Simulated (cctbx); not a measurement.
## Finding the light atoms

Cell a = 6.2090 Å, b = 15.8350 Å, c = 13.3410 Å, α = 90.00°, β = 90.00°, γ = 90.00°; space group Pbcn (no. 60); content Tl16 Pd8 Br8 P8 O32. The heavier atoms are placed; O is still missing.

The data are simulated with cctbx, not measured: Mo Kα, λ = 0.71073 Å, to d = 0.75 Å, 70 % of the full sphere, strongest reflection 5000 counts, noise from counting, a 3 % proportional error and a noise floor of 8 counts (s.d.); no absorption.

Refinement without O (map in e/Å³):

```text
Rint 0.098, 1631 unique reflections to 0.75 A
cycle     R1     wR2    GooF  max shift (A)
   1  0.1543  0.2869   3.991   0.07091
   2  0.0643  0.1286   1.789   0.00008
final R1 0.0643 wR2 0.1286 GooF 1.789  parameters 20  data/parameter 81.5
atom        x        y        z      Ueq    occ   su(xyz)  su(Uiso or U11)
Tl1    0.78145  0.24487  0.82227   0.0102  1.000  0.00016  0.0002
Tl2    0.76426  0.37118  0.10393   0.0137  1.000  0.00017  0.0002
Pd1    0.78282  0.50866  0.83125   0.0152  1.000  0.00040  0.0005
Br1    0.50000  0.14038  0.75000   0.0170  1.000  0.00028  0.0008
Br2    0.50000  0.60084  0.75000   0.0134  1.000  0.00026  0.0008
P1     0.79368  0.12862  0.08555   0.0226  1.000  0.00131  0.0016
difference map: max 13.93 min -5.08 rms 1.46
Q1    0.1616  0.4719  0.8493    8   14.42  1.99 A from P1
Q2    0.2240  0.3746  0.0473    8   14.35  1.82 A from P1
Q3    0.1870  0.2706  0.8558    8   13.82  1.90 A from P1
Q4    0.0923  0.1186  0.1032    8   13.60  1.88 A from P1
Q5    0.1420  0.4752  0.9162    8    4.84  1.89 A from P1
Q6    0.2485  0.0881  0.6419    8    4.75  1.33 A from Pd1
Q7    0.1101  0.3655  0.4533    8    4.16  1.10 A from Tl2
Q8    0.0086  0.0506  0.5416    8    4.12  2.26 A from Tl2
```

Simulated single-crystal data (cctbx): neutrons of λ = 0.95 Å, to d = 0.7 Å, 70 % of the full sphere, strongest reflection 5000 counts, noise from counting, a 3 % proportional error and a noise floor of 8 counts (s.d.); no absorption.

Refinement without O (map in fm/Å³; only maxima are listed):

```text
Rint 0.113, 1996 unique reflections to 0.70 A
cycle     R1     wR2    GooF  max shift (A)
   1  0.4486  0.7527   9.974   0.05907
   2  0.4068  0.6843   9.067   0.00031
final R1 0.4067 wR2 0.6843 GooF 9.067  parameters 20  data/parameter 99.8
atom        x        y        z      Ueq    occ   su(xyz)  su(Uiso or U11)
Tl1    0.78179  0.24555  0.82239   0.0010  1.000  0.00134  0.0012
Tl2    0.76387  0.37054  0.10377   0.0042  1.000  0.00109  0.0013
Pd1    0.78349  0.50762  0.83239   0.0039  1.000  0.00227  0.0019
Br1    0.50000  0.14113  0.75000   0.0104  1.000  0.00098  0.0027
Br2    0.50000  0.60093  0.75000   0.0051  1.000  0.00089  0.0024
P1     0.79377  0.12911  0.08515   0.0134  1.000  0.00234  0.0025
difference map: max 35.84 min -10.26 rms 2.45
Q1    0.2258  0.3756  0.0479    8   36.17  1.83 A from P1
Q2    0.1657  0.4710  0.8516    8   34.96  1.96 A from P1
Q3    0.0942  0.1190  0.1006    8   34.52  1.88 A from P1
Q4    0.1895  0.2747  0.8556    8   34.20  1.83 A from P1
Q5    0.2375  0.3741  0.3938    8   18.61  0.07 A from Tl2
Q6    0.2041  0.2411  0.6793    8   16.16  0.11 A from Tl1
Q7    0.0000  0.3599  0.2500    4   16.06  0.02 A from Br1
Q8    0.0000  0.1021  0.7500    4   13.57  0.02 A from Br2
```

**Question.** Where is O, and which data fix it better?

O sits at (0.9074, 0.1190, 0.3996), (0.8362, 0.4731, 0.6472), (0.8091, 0.2754, 0.6447) and (0.7729, 0.3758, 0.4525). Adding it takes R1 from 0.064 to 0.037 with X-rays and from 0.407 to 0.038 with neutrons. Its largest coordinate s.u. is 0.00257 with X-rays and 0.00022 with neutrons, so neutrons fix it better in these data. In the X-ray map Q1, Q2, Q3 and Q4 mark it. In the neutron map Q1, Q2, Q3 and Q4 mark it.

Final neutron refinement:

```text
Rint 0.113, 1996 unique reflections to 0.70 A
cycle     R1     wR2    GooF  max shift (A)
   1  0.1514  0.2837   3.775   0.04567
   2  0.0376  0.0703   0.935   0.00001
final R1 0.0376 wR2 0.0703 GooF 0.935  parameters 36  data/parameter 55.4
atom        x        y        z      Ueq    occ   su(xyz)  su(Uiso or U11)
Tl1    0.78161  0.24489  0.82218   0.0108  1.000  0.00011  0.0001
Tl2    0.76426  0.37120  0.10391   0.0138  1.000  0.00009  0.0001
Pd1    0.78301  0.50874  0.83126   0.0153  1.000  0.00018  0.0002
Br1    0.50000  0.13989  0.75000   0.0170  1.000  0.00008  0.0002
Br2    0.50000  0.60078  0.75000   0.0153  1.000  0.00008  0.0002
P1     0.79333  0.12830  0.08572   0.0212  1.000  0.00018  0.0002
O1     0.90733  0.11902  0.39964   0.0248  1.000  0.00018  0.0002
O2     0.83599  0.47307  0.64725   0.0246  1.000  0.00020  0.0002
O3     0.80965  0.27535  0.64465   0.0285  1.000  0.00022  0.0002
O4     0.77296  0.37568  0.45260   0.0310  1.000  0.00021  0.0002
difference map: max 1.19 min -1.26 rms 0.28
Q1    0.1399  0.2956  0.2281    8    1.23  1.28 A from Tl1
Q2    0.0977  0.4633  0.0144    8    1.11  1.66 A from O4
Q3    0.0296  0.4878  0.0797    8    1.08  1.63 A from O2
Q4    0.2544  0.0807  0.9966    8    1.07  1.54 A from Tl2
Q5    0.1052  0.0894  0.4534    8    1.05  1.02 A from P1
Q6    0.1476  0.0367  0.0065    8    1.04  1.84 A from O1
```

This is a model crystal, built by substitution and not relaxed, with assumed displacement parameters.

[Middle refinement cycles are left out of these outputs.]

[Logs are printed without paths, hosts, clocks, repeated set-up lines and the standing remarks that a program may print on its own settings, such as how far it seeks lower states.]
